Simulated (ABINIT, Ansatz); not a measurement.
# WS2 (Tungstenite): G0W0 on several meshes in ABINIT

How does the mesh move the gap of WS2 (Tungstenite)?

Program: ABINIT 10.8.3. Level of theory: PBE and many-body steps on it, plane waves. Results are calculated unless marked as measured.

**1. Set-up**

It takes space group P6_3/mmc (No. 194, hexagonal). The conventional cell has a = 3.153 Å, b = 3.153 Å, c = 12.323 Å, α = 90.00°, β = 90.00°, γ = 120.00°. W has 6 S at 2.40 Å nearest. Nearest to S lie 3 W at 2.40 Å. Farther neighbours and most contacts between anions are not listed.

Structure file:

```cif
data_structure
_symmetry_space_group_name_H-M 'P6_3/mmc'
_symmetry_Int_Tables_number 194
_cell_length_a 3.1532
_cell_length_b 3.1532
_cell_length_c 12.3230
_cell_angle_alpha 90.000
_cell_angle_beta 90.000
_cell_angle_gamma 120.000
_cell_volume 106.11
loop_
_atom_site_label
_atom_site_type_symbol
_atom_site_symmetry_multiplicity
_atom_site_Wyckoff_symbol
_atom_site_fract_x
_atom_site_fract_y
_atom_site_fract_z
_atom_site_occupancy
W1 W 2 c 0.33333 0.66667 0.25000 1
S1 S 4 f 0.33333 0.66667 0.62250 1
```

The cell and positions come from the Crystallography Open Database and are kept as given unless a step says otherwise. Spin-orbit coupling is left out unless a step names it.

**2. Empty states on the mesh, 6×6×1 mesh, 777 bands**

This step: ABINIT 10.8.3; DFT, PBE, plane waves, norm-conserving pseudopotentials.

The sums over transitions need many empty states on a uniform mesh; this step solves for them.

run.abi

```
acell 3*1.0 Angstrom
rprim 
  3.153199999992 0.000000000002 0.000000000000
  -1.576599999998 2.730751303206 0.000000000000
  0.000000000000 0.000000000000 12.323000000000
ntypat 2
znucl 74 16
natom 6
typat 1 1 2 2 2 2
xred 
  0.333333333333 0.666666666667 0.250000000000
  0.666666666667 0.333333333333 0.750000000000
  0.333333333333 0.666666666667 0.622500000000
  0.666666666667 0.333333333333 0.122500000000
  0.333333333333 0.666666666667 0.877500000000
  0.666666666667 0.333333333333 0.377500000000
pp_dirpath "pseudos"
pseudos "W.upf, S.upf"
ecut 31
ngkpt 6 6 1
nshiftk 1
shiftk 0 0 0
kptopt 1
chksymbreak 0
iscf -2
irdden 1
istwfk *1
nband 777
nbdbuf 70
tolwfr 1e-09
nstep 60
prtvol 0
indata_prefix "in"
outdata_prefix "out"
tmpdata_prefix "tmp"
```

On the command line:

```
> OMP_NUM_THREADS=1 mpirun -n 4 abinit run.abi > log
```

Numbers of over 12 decimals in the logs are rounded to 6 here.

Log:

```text
.Version 10.8.3 of ABINIT. v10.8.2 released Aug 2026.

 Symmetries : space group P6_3/m m c (#194); Bravais hP (primitive hexag.)
[... echo of the input left out ...]
== DATASET  1 ==================================================================
-   mpi_nproc: 4, omp_nthreads: 1 (-1 if OMP is not activated)

--- !DatasetInfo
iteration_state: {dtset: 1, }
dimensions: {natom: 6, nkpt: 7, mband: 777, nsppol: 1, nspinor: 1, nspden: 1, mpw: 5929, }
cutoff_energies: {ecut:  31.0, pawecutdg:  -1.0, }
[...]
7.46503    7.46507    7.46508    7.46552    7.46555    7.47830    7.48895    7.52082
   7.52231    7.52256    7.54818    7.54831    7.54867    7.57528    7.61293    7.62366
   7.64217
 prteigrs : prtvol=0 or 1, do not print more k-points.

== END DATASET(S) ==============================================================
================================================================================

 -outvars: echo values of variables after computation  --------
            nband         777
             nkpt           7
          spgroup         194
 [... the other variables as echoed above ...]

 Calculation completed.
```

Run time: 22 min. Hardware: 4 MPI ranks of Arm Neoverse V1, shared host; peak memory 0.96 GiB; 89 min of CPU time.

Numbers from this step:

```yaml
gap: 0.9807 eV
k_of_the_valence_top: 0, 0, 0
k_of_the_conduction_bottom: 0.1667, 0.1667, 0
least_direct_gap: 1.837 eV
k_points_computed: 7
lowest_point_of_the_top_converged_band_above_the_valence_top: 182.8241 eV
```

On this mesh the gap is 0.981 eV.

The density comes from a self-consistent run that is not shown.

**3. Screening, 6×6×1 mesh, 303 bands, screening to 176.9 eV**

The RPA dielectric matrix is built and inverted for each q.

This step: RPA screening on PBE, plane waves, norm-conserving pseudopotentials.

Changes to run.abi since step 2:

```diff
@@ -24,10 +24,11 @@
 chksymbreak 0
-iscf -2
-irdden 1
 istwfk *1
-nband 777
-nbdbuf 70
-tolwfr 1e-09
-nstep 60
-prtvol 0
+occopt 1
+irdwfk 1
+optdriver 3
+nband 303
+ecuteps 6.5
+inclvkb 2
+awtr 1
+symchi 1
 indata_prefix "in"
```

Log:

```text
.Version 10.8.3 of ABINIT. v10.8.2 released Aug 2026.

 Symmetries : space group P6_3/m m c (#194); Bravais hP (primitive hexag.)
[... echo of the input left out ...]
== DATASET  1 ==================================================================
-   mpi_nproc: 4, omp_nthreads: 1 (-1 if OMP is not activated)

--- !DatasetInfo
iteration_state: {dtset: 1, }
dimensions: {natom: 6, nkpt: 7, mband: 303, nsppol: 1, nspinor: 1, nspden: 1, mpw: 5929, }
cutoff_energies: {ecut:  31.0, pawecutdg:  -1.0, }
electrons: {nelect:   5.20000000E+01, charge:   0.00000000E+00, occopt:   1.00000000E+00, tsmear:   1.00000000E-02, }

 SCREENING: Calculation of the susceptibility and dielectric matrices

 Based on a program developped by R.W. Godby, V. Olevano, G. Onida, and L. Reining.
 Incorporated in ABINIT by V. Olevano, G.-M. Rignanese, and M. Torrent.
.Using double precision arithmetic ; gwpc =  8

[... cell and pseudopotentials left out ...]
--------------------------------------------------------------------------------

 ==== K-mesh for the wavefunctions ====
 Number of points in the irreducible wedge :     7
[... list of points left out ...]
 Together with 24 symmetry operations and time-reversal symmetry
 yields    36 points in the full Brillouin Zone.

 ==== Q-mesh for the screening function ====
 Number of points in the irreducible wedge :     7
[... list of points left out ...]
 Together with 24 symmetry operations and time-reversal symmetry
 yields    36 points in the full Brillouin Zone.

 setmesh: FFT mesh size selected  =    20x   20x   90
          total number of points  =        36000

 vcoul_init : cutoff-mode = AUXILIARY_FUNCTION
 q-points for optical limit:   1
     1)      0.000010    0.000020    0.000030

- screening: taking advantage of time-reversal symmetry
- Maximum band index for partially occupied states nbvw = 26
- Remaining bands to be divided among processors   nbcw = 277
- Number of bands treated by each node ~69

 Number of electrons calculated from density =   52.0000; Expected =   52.0000
 average of density, n =  0.072620
 r_s =    1.4869
 omega_plasma =   25.9946 [eV]

 calculating chi0 at frequencies [eV] :
  1    0.000000E+00    0.000000E+00
  2    0.000000E+00    2.599465E+01

--------------------------------------------------------------------------------
  q-point number  1        q = ( 0.000000, 0.000000, 0.000000) [r.l.u.]
--------------------------------------------------------------------------------
[... chi0 elements left out ...]
 For q-point:  0.000010 0.000020 0.000030
  dielectric constant =  13.5116
  dielectric constant without local fields =  15.0823

  Average fulfillment of the sum rule on Im[epsilon] for q-point    1 :     91.01  [%]
[... wings left out ...]
  q-point number  2        q = ( 0.166667, 0.000000, 0.000000) [r.l.u.]
--------------------------------------------------------------------------------
[... chi0 elements left out ...]
  Average fulfillment of the sum rule on Im[epsilon] for q-point    2 :     92.49  [%]

 [... 5 further q-points ...]
```

Run time: 7.1 min. Hardware: 4 MPI ranks; peak memory 2.3 GiB; 28 min of CPU time.

Numbers from this step:

| Quantity | Value |
| --- | --- |
| ε∞ with local fields, on this mesh, along the program's q direction | 13.51 |
| the same without local fields | 15.08 |
| plasma frequency | 25.99 eV |
| plane waves in the screening matrix | 573 |

Local fields lower ε∞ by 10 %. On a Γ-centred mesh this coarse the value itself is usually too large, while a short band sum pulls it down.

**4. 6×6×1**

The self-energy is evaluated for the states that the input lists, and the levels follow from it, in one-shot runs by the linearised quasiparticle equation.

This step: G0W0 on PBE, plane waves, norm-conserving pseudopotentials.

Changes to run.abi since step 3:

```diff
@@ -27,8 +27,19 @@
 irdwfk 1
-optdriver 3
+optdriver 4
 nband 303
+gwcalctyp 0
+ecutsigx 31
+symsigma 1
+nkptgw 3
+kptgw 
+  0.0000000000 0.0000000000 0.0000000000
+  0.1666666667 0.1666666667 0.0000000000
+  0.3333333333 0.3333333333 0.0000000000
+bdgw 
+  25 28
+  25 28
+  25 28
 ecuteps 6.5
-inclvkb 2
-awtr 1
-symchi 1
+irdscr 1
+ppmodel 1
 indata_prefix "in"
```

Log:

```text
.Version 10.8.3 of ABINIT. v10.8.2 released Aug 2026.

 Symmetries : space group P6_3/m m c (#194); Bravais hP (primitive hexag.)
[... echo of the input left out ...]
== DATASET  1 ==================================================================
-   mpi_nproc: 4, omp_nthreads: 1 (-1 if OMP is not activated)

--- !DatasetInfo
iteration_state: {dtset: 1, }
dimensions: {natom: 6, nkpt: 7, mband: 303, nsppol: 1, nspinor: 1, nspden: 1, mpw: 5929, }
cutoff_energies: {ecut:  31.0, pawecutdg:  -1.0, }
electrons: {nelect:   5.20000000E+01, charge:   0.00000000E+00, occopt:   1.00000000E+00, tsmear:   1.00000000E-02, }

 SIGMA: Calculation of the GW corrections

 Based on a program developped by R.W. Godby, V. Olevano, G. Onida, and L. Reining.
 Incorporated in ABINIT by V. Olevano, G.-M. Rignanese, and M. Torrent.
.Using double precision arithmetic ; gwpc =  8

[... cell and pseudopotentials left out ...]
--------------------------------------------------------------------------------

 ==== K-mesh for the wavefunctions ====
 Number of points in the irreducible wedge :     7
[... list of points left out ...]
 Together with 24 symmetry operations and time-reversal symmetry
 yields    36 points in the full Brillouin Zone.

 ==== Q-mesh for screening function ====
 Number of points in the irreducible wedge :     7
[... list of points left out ...]
 Together with 24 symmetry operations and time-reversal symmetry
 yields    36 points in the full Brillouin Zone.

 vcoul_init : cutoff-mode = AUXILIARY_FUNCTION
 q-points for optical limit:   1
     1)      0.000010    0.000020    0.000030
 setmesh: FFT mesh size selected  =    25x   25x  120
          total number of points  =        75000

 Number of electrons calculated from density =   52.0000; Expected =   52.0000
 average of density, n =  0.072620
 r_s =    1.4869
 omega_plasma =   25.9946 [eV]

 === KS Band Gaps ===
  >>>> For spin  1
   Minimum direct gap =   1.8369 [eV], located at k-point      :   0.3333  0.3333  0.0000
   Fundamental gap    =   0.9806 [eV], Top of valence bands at :   0.0000  0.0000  0.0000
                                       Bottom of conduction at :   0.1667  0.1667  0.0000
 SIGMA fundamental parameters:
 PLASMON POLE MODEL  1
 number of plane-waves for SigmaX                 5885
 number of plane-waves for SigmaC and W            573
 number of plane-waves for wavefunctions          5885
 number of bands                                   303
 number of independent spin polarizations            1
 number of spinorial components                      1
 number of k-points in IBZ                           7
 number of q-points in IBZ                           7
 number of symmetry operations                      24
 number of k-points in BZ                           36
 number of q-points in BZ                           36
 number of frequencies for dSigma/dE                 9
 frequency step for dSigma/dE [eV]                0.25
 number of omega for Sigma on real axis              0
 max omega for Sigma on real axis  [eV]           0.00
 zcut for avoiding poles [eV]                     0.10

 EPSILON^-1 parameters (SCR file):
 dimension of the eps^-1 matrix on file            573
 dimension of the eps^-1 matrix used               573
 number of plane-waves for wavefunctions          5885
 number of bands                                   303
 number of q-points in IBZ                           7
 number of frequencies                               2
 number of real frequencies                          1
 number of imag frequencies                          1

 matrix elements of self-energy operator (all in [eV])

 Perturbative Calculation

--- !SelfEnergy_ee
iteration_state: {dtset: 1, }
kpoint     : [   0.000,    0.000,    0.000, ]
spin       : 1
KS_gap     :    2.311
QP_gap     :    2.761
Delta_QP_KS:    0.450
data: !SigmaeeData |
     Band     E0 <VxcDFT>   SigX SigC(E0)      Z dSigC/dE  Sig(E)    E-E0       E
       25   8.288 -14.458 -15.573   0.949   0.787  -0.271 -14.589  -0.131   8.157
       26   9.509 -15.590 -16.105   0.435   0.784  -0.276 -15.652  -0.063   9.446
       27  11.820 -15.225 -10.553  -4.180   0.787  -0.271 -14.838   0.387  12.207
       28  11.820 -15.225 -10.553  -4.180   0.787  -0.271 -14.838   0.387  12.207

--- !SelfEnergy_ee
iteration_state: {dtset: 1, }
kpoint     : [   0.167,    0.167,    0.000, ]
spin       : 1
KS_gap     :    2.486
QP_gap     :    2.854
Delta_QP_KS:    0.368
data: !SigmaeeData |
     Band     E0 <VxcDFT>   SigX SigC(E0)      Z dSigC/dE  Sig(E)    E-E0       E
       25   7.976 -15.191 -16.569   1.225   0.783  -0.278 -15.311  -0.120   7.856
       26   8.004 -15.258 -16.559   1.189   0.783  -0.278 -15.346  -0.088   7.916
[...]
--- !SelfEnergy_ee
iteration_state: {dtset: 1, }
kpoint     : [   0.333,    0.333,    0.000, ]
spin       : 1
KS_gap     :    1.837
QP_gap     :    2.395
Delta_QP_KS:    0.558
data: !SigmaeeData |
     Band     E0 <VxcDFT>   SigX SigC(E0)      Z dSigC/dE  Sig(E)    E-E0       E
[...]
26   8.977 -15.421 -15.957   0.483   0.787  -0.271 -15.463  -0.042   8.935
       27  10.814 -16.363 -11.961  -3.747   0.787  -0.271 -15.847   0.516  11.330
       28  10.814 -16.363 -11.961  -3.747   0.787  -0.271 -15.847   0.516  11.330

== END DATASET(S) ==============================================================
================================================================================

 -outvars: echo values of variables after computation  --------
           etotal      0.0000000000E+00
            nband         303
             nkpt           7
          spgroup         194
 [... the other variables as echoed above ...]

 Calculation completed.
```

The job ended after 3 min (4 MPI ranks; peak memory 2.3 GiB).

Numbers from this step:

| Property | Result |
| --- | --- |
| G0W0 gap on the points computed | 1.324 eV |
| starting gap on the mesh | 0.9807 eV |
| k of the valence top | 0, 0, 0 |
| k of the conduction bottom | 0.1667, 0.1667, 0 |
| Z at the valence top | 0.784 |
| Z at the conduction bottom | 0.793 |
| least direct G0W0 gap on the computed points | 2.395 eV |

The gap on the mesh goes from 0.98 eV to 1.32 eV, a correction of +0.34 eV.

**5. Empty states on the mesh, 3×3×1 mesh, 333 bands**

This step: DFT, PBE, plane waves, norm-conserving pseudopotentials.

Changes to run.abi since step 4:

```diff
@@ -19,3 +19,3 @@
 ecut 31
-ngkpt 6 6 1
+ngkpt 3 3 1
 nshiftk 1
@@ -24,22 +24,10 @@
 chksymbreak 0
+iscf -2
+irdden 1
 istwfk *1
-occopt 1
-irdwfk 1
-optdriver 4
-nband 303
-gwcalctyp 0
-ecutsigx 31
-symsigma 1
-nkptgw 3
-kptgw 
-  0.0000000000 0.0000000000 0.0000000000
-  0.1666666667 0.1666666667 0.0000000000
-  0.3333333333 0.3333333333 0.0000000000
-bdgw 
-  25 28
-  25 28
-  25 28
-ecuteps 6.5
-irdscr 1
-ppmodel 1
+nband 333
+nbdbuf 30
+tolwfr 1e-09
+nstep 60
+prtvol 0
 indata_prefix "in"
```

On the command line:

```
> OMP_NUM_THREADS=1 mpirun -n 3 abinit run.abi > log
```

Log:

```text
.Version 10.8.3 of ABINIT. v10.8.2 released Aug 2026.

 Symmetries : space group P6_3/m m c (#194); Bravais hP (primitive hexag.)
[... echo of the input left out ...]
== DATASET  1 ==================================================================
-   mpi_nproc: 3, omp_nthreads: 1 (-1 if OMP is not activated)

--- !DatasetInfo
iteration_state: {dtset: 1, }
dimensions: {natom: 6, nkpt: 3, mband: 333, nsppol: 1, nspinor: 1, nspden: 1, mpw: 5917, }
cutoff_energies: {ecut:  31.0, pawecutdg:  -1.0, }
[...]
4.06604    4.07060    4.07504    4.07504    4.07704    4.07704    4.07717    4.11464
   4.11464    4.12518    4.13702    4.14363    4.14365    4.15248    4.17190    4.17194
   4.21918    4.22003    4.26202    4.27739    4.28095
 prteigrs : prtvol=0 or 1, do not print more k-points.

== END DATASET(S) ==============================================================
================================================================================

 -outvars: echo values of variables after computation  --------
            nband         333
             nkpt           3
          spgroup         194
 [... the other variables as echoed above ...]

 Calculation completed.
```

Run time: 2.3 min. Hardware: 3 MPI ranks; peak memory 0.39 GiB; 6.9 min of CPU time.

Numbers from this step:

```yaml
gap: 1.305 eV
k_of_the_valence_top: 0, 0, 0
k_of_the_conduction_bottom: 0.3333, 0.3333, 0
least_direct_gap: 1.837 eV
k_points_computed: 3
lowest_point_of_the_top_converged_band_above_the_valence_top: 97.4935 eV
```

On this mesh the gap is 1.305 eV.

**6. Screening, 3×3×1 mesh, 303 bands, screening to 176.9 eV**

This step: RPA screening on PBE, plane waves, norm-conserving pseudopotentials.

Changes to run.abi since step 5:

```diff
@@ -24,10 +24,11 @@
 chksymbreak 0
-iscf -2
-irdden 1
 istwfk *1
-nband 333
-nbdbuf 30
-tolwfr 1e-09
-nstep 60
-prtvol 0
+occopt 1
+irdwfk 1
+optdriver 3
+nband 303
+ecuteps 6.5
+inclvkb 2
+awtr 1
+symchi 1
 indata_prefix "in"
```

On the command line:

```
> OMP_NUM_THREADS=1 mpirun -n 4 abinit run.abi > log
```

Log:

```text
.Version 10.8.3 of ABINIT. v10.8.2 released Aug 2026.

 Symmetries : space group P6_3/m m c (#194); Bravais hP (primitive hexag.)
[... echo of the input left out ...]
== DATASET  1 ==================================================================
-   mpi_nproc: 4, omp_nthreads: 1 (-1 if OMP is not activated)

--- !DatasetInfo
iteration_state: {dtset: 1, }
dimensions: {natom: 6, nkpt: 3, mband: 303, nsppol: 1, nspinor: 1, nspden: 1, mpw: 5917, }
cutoff_energies: {ecut:  31.0, pawecutdg:  -1.0, }
electrons: {nelect:   5.20000000E+01, charge:   0.00000000E+00, occopt:   1.00000000E+00, tsmear:   1.00000000E-02, }

 SCREENING: Calculation of the susceptibility and dielectric matrices

 Based on a program developped by R.W. Godby, V. Olevano, G. Onida, and L. Reining.
 Incorporated in ABINIT by V. Olevano, G.-M. Rignanese, and M. Torrent.
.Using double precision arithmetic ; gwpc =  8

[... cell and pseudopotentials left out ...]
--------------------------------------------------------------------------------

 ==== K-mesh for the wavefunctions ====
 Number of points in the irreducible wedge :     3
[... list of points left out ...]
 Together with 24 symmetry operations and time-reversal symmetry
 yields     9 points in the full Brillouin Zone.

 ==== Q-mesh for the screening function ====
 Number of points in the irreducible wedge :     3
[... list of points left out ...]
 Together with 24 symmetry operations and time-reversal symmetry
 yields     9 points in the full Brillouin Zone.

 setmesh: FFT mesh size selected  =    20x   20x   90
          total number of points  =        36000

 vcoul_init : cutoff-mode = AUXILIARY_FUNCTION
 q-points for optical limit:   1
     1)      0.000010    0.000020    0.000030

- screening: taking advantage of time-reversal symmetry
- Maximum band index for partially occupied states nbvw = 26
- Remaining bands to be divided among processors   nbcw = 277
- Number of bands treated by each node ~69

 Number of electrons calculated from density =   52.0000; Expected =   52.0000
 average of density, n =  0.072620
 r_s =    1.4869
 omega_plasma =   25.9946 [eV]

 calculating chi0 at frequencies [eV] :
  1    0.000000E+00    0.000000E+00
  2    0.000000E+00    2.599465E+01

--------------------------------------------------------------------------------
  q-point number  1        q = ( 0.000000, 0.000000, 0.000000) [r.l.u.]
--------------------------------------------------------------------------------
[... chi0 elements left out ...]
 For q-point:  0.000010 0.000020 0.000030
  dielectric constant =  17.3553
  dielectric constant without local fields =  19.4889

  Average fulfillment of the sum rule on Im[epsilon] for q-point    1 :     90.99  [%]
[... wings left out ...]
  q-point number  2        q = ( 0.333333, 0.000000, 0.000000) [r.l.u.]
--------------------------------------------------------------------------------
[... chi0 elements left out ...]
  Average fulfillment of the sum rule on Im[epsilon] for q-point    2 :     89.10  [%]

 [... 1 further q-points ...]
```

The job ended after 74 s (4 MPI ranks; peak memory 1.3 GiB).

This step gave:

- ε∞ with local fields, on this mesh, along the program's q direction: 17.36
- the same without local fields: 19.49
- plasma frequency: 25.99 eV
- plane waves in the screening matrix: 573

[end of part 1 of 2]

[Paths, hosts, dates, memory and timing lines, banners, echoed tables and standing remarks are left out of the program output.]

[Logs are printed without paths, hosts, clocks, repeated set-up lines and the standing remarks that a program may print on its own settings, such as how far it seeks lower states.]

[Runs of the session that timed out or met a known fault of the program may be left out.]

[Hosts, paths, dates, database ids (printed as entryN), source tags and the programs' standing remarks are cut or masked in the printed files.]

[G0W0 gaps are taken among the corrected bands and points alone; a level outside them can change the order at an edge.]

[Where Ansatz stands beside ABINIT at settings called matched, ABINIT's density can come from a denser mesh and the files from another edition; pairs whose starting gaps differed by over 0.03 eV were left out, so agreement reads better than it is.]
